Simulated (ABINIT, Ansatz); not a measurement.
**LiCl (Fm-3m): changed settings of a GW run in ABINIT**

What do changed inputs do to GW on LiCl (Fm-3m)?

Calculated with ABINIT 10.8.3; PBE and many-body steps on it, plane waves.

Most raw output is cut from this account.

## (1) The starting structure

It takes space group Fm-3m (No. 225, cubic). The conventional cell has a = 5.143 Å, b = 5.143 Å, c = 5.143 Å, α = 90.00°, β = 90.00°, γ = 90.00°. Nearest to Li lie 6 Cl at 2.57 Å. Nearest to Cl lie 6 Li at 2.57 Å. Farther neighbours and most contacts between anions are not listed.

The cell and positions come from the Crystallography Open Database and are kept as given unless a step says otherwise.

## (2) Screening, 6×6×6 mesh, 256 bands, screening to 283 eV

This step: ABINIT 10.8.3; RPA screening on PBE, plane waves, norm-conserving pseudopotentials.

The RPA dielectric matrix is built and inverted for each q.

Contents of run.abi:

```
acell 3*1.0 Angstrom
rprim 
  0.000000000000 2.571500000000 2.571500000000
  2.571500000000 0.000000000000 2.571500000000
  2.571500000000 2.571500000000 -0.000000000000
ntypat 2
znucl 3 17
natom 2
typat 1 2
xred 
  0.000000000000 0.000000000000 0.000000000000
  0.500000000000 0.500000000000 0.500000000000
pp_dirpath "pseudos"
pseudos "Li.upf, Cl.upf"
ecut 33
ngkpt 6 6 6
nshiftk 1
shiftk 0 0 0
kptopt 1
chksymbreak 0
istwfk *1
occopt 1
irdwfk 1
optdriver 3
nband 256
ecuteps 10.4
inclvkb 2
awtr 1
symchi 1
indata_prefix "in"
outdata_prefix "out"
tmpdata_prefix "tmp"
```

Launch:

```console
$ OMP_NUM_THREADS=1 mpirun -n 4 abinit run.abi > log
```

The job ended after 3.1 min (4 MPI ranks of Intel Xeon Platinum 8375C at 2.90GHz (Ice Lake), shared host; peak memory 2 GiB; 12 min of CPU time).

Numbers from this step:

* ε∞ with local fields, on this mesh, along the program's q direction: 2.754
* the same without local fields: 3.252
* plasma frequency: 20.14 eV
* plane waves in the screening matrix: 339

Local fields lower ε∞ by 15 %.

## (3) Base

The self-energy is evaluated for the states that the input lists, and the levels follow from it, in one-shot runs by the linearised quasiparticle equation.

This step: G0W0 on PBE, plane waves, norm-conserving pseudopotentials.

run.abi, as its differences from that of step 2:

```diff
@@ -23,8 +23,15 @@
 irdwfk 1
-optdriver 3
+optdriver 4
 nband 256
+gwcalctyp 0
+ecutsigx 33
+symsigma 1
+nkptgw 1
+kptgw 
+  0.0000000000 0.0000000000 0.0000000000
+bdgw 
+  3 9
 ecuteps 10.4
-inclvkb 2
-awtr 1
-symchi 1
+irdscr 1
+ppmodel 1
 indata_prefix "in"
```

Run time: 33 s. Hardware: 4 MPI ranks; peak memory 2.1 GiB.

This step gave:

- G0W0 gap on the points computed: 9.03 eV
- starting gap on the mesh: 6.285 eV
- k of the valence top: 0, 0, 0
- k of the conduction bottom: 0, 0, 0
- Z at the valence top: 0.802
- Z at the conduction bottom: 0.846
- least direct G0W0 gap on the computed points: 9.03 eV

The gap on the mesh goes from 6.28 eV to 9.03 eV, a correction of +2.75 eV.

## (4) Broadening of the poles

run.abi, as its differences from that of step 3:

```diff
@@ -36,2 +36,3 @@
 ppmodel 1
+zcut 0.01 eV
 indata_prefix "in"
```

Elapsed: 32 s, on 4 MPI ranks; peak memory 2.1 GiB.

This step gave:

```
G0W0 gap on the points computed              : 9.03 eV
starting gap on the mesh                     : 6.285 eV
k of the valence top                         : 0, 0, 0
k of the conduction bottom                   : 0, 0, 0
Z at the valence top                         : 0.802
Z at the conduction bottom                   : 0.846
least direct G0W0 gap on the computed points : 9.03 eV
```

Against G0W0 in ABINIT (6×6×6 mesh, 256 bands, screening to 283 eV, Godby-Needs plasmon pole), the gap moves by +0.000 eV.

## (5) The runs together

Times are wall times on 4 MPI ranks of Intel Xeon Platinum 8375C at 2.90GHz (Ice Lake), shared host, good to a factor of about two. A run's time includes the screening step that it read.

| run | mesh | bands | screening cutoff (eV) | DFT gap (eV) | gap on the mesh (eV) | direct (eV) | ε∞ used | time |
| --- | --- | --- | --- | --- | --- | --- | --- | --- |
| base | 6×6×6 | 256 | 283 | 6.285 | 9.030 | 9.030 | 2.75 | 3.6 min |
| broadening of the poles | 6×6×6 | 256 | 283 | 6.285 | 9.030 | 9.030 | 2.75 | 3.6 min |

## (6) What came out

```
base                    : 9.030 eV
broadening of the poles : 9.030 eV
known limits            : not at the basis limit
```

In words: Broadening of the poles: no change against base (keys changed: zcut). Bands and cutoff are finite, so the gap is not at the basis limit. The miss can reach some tenths of an eV and take either sign; the mesh is an error of its own. In the G0W0 runs levels were corrected at 1 k point alone, so a gap called «on the mesh» is the least over those, and an edge elsewhere would be missed.

[Paths, hosts, dates, memory and timing lines, banners, echoed tables and standing remarks are left out of the program output.]

[Logs are printed without paths, hosts, clocks, repeated set-up lines and the standing remarks that a program may print on its own settings, such as how far it seeks lower states.]

[Runs of the session that timed out or met a known fault of the program may be left out.]

[Hosts, paths, dates, database ids (printed as entryN), source tags and the programs' standing remarks are cut or masked in the printed files.]

[G0W0 gaps are taken among the corrected bands and points alone; a level outside them can change the order at an edge.]

[Where Ansatz stands beside ABINIT at settings called matched, ABINIT's density can come from a denser mesh and the files from another edition; pairs whose starting gaps differed by over 0.03 eV were left out, so agreement reads better than it is.]
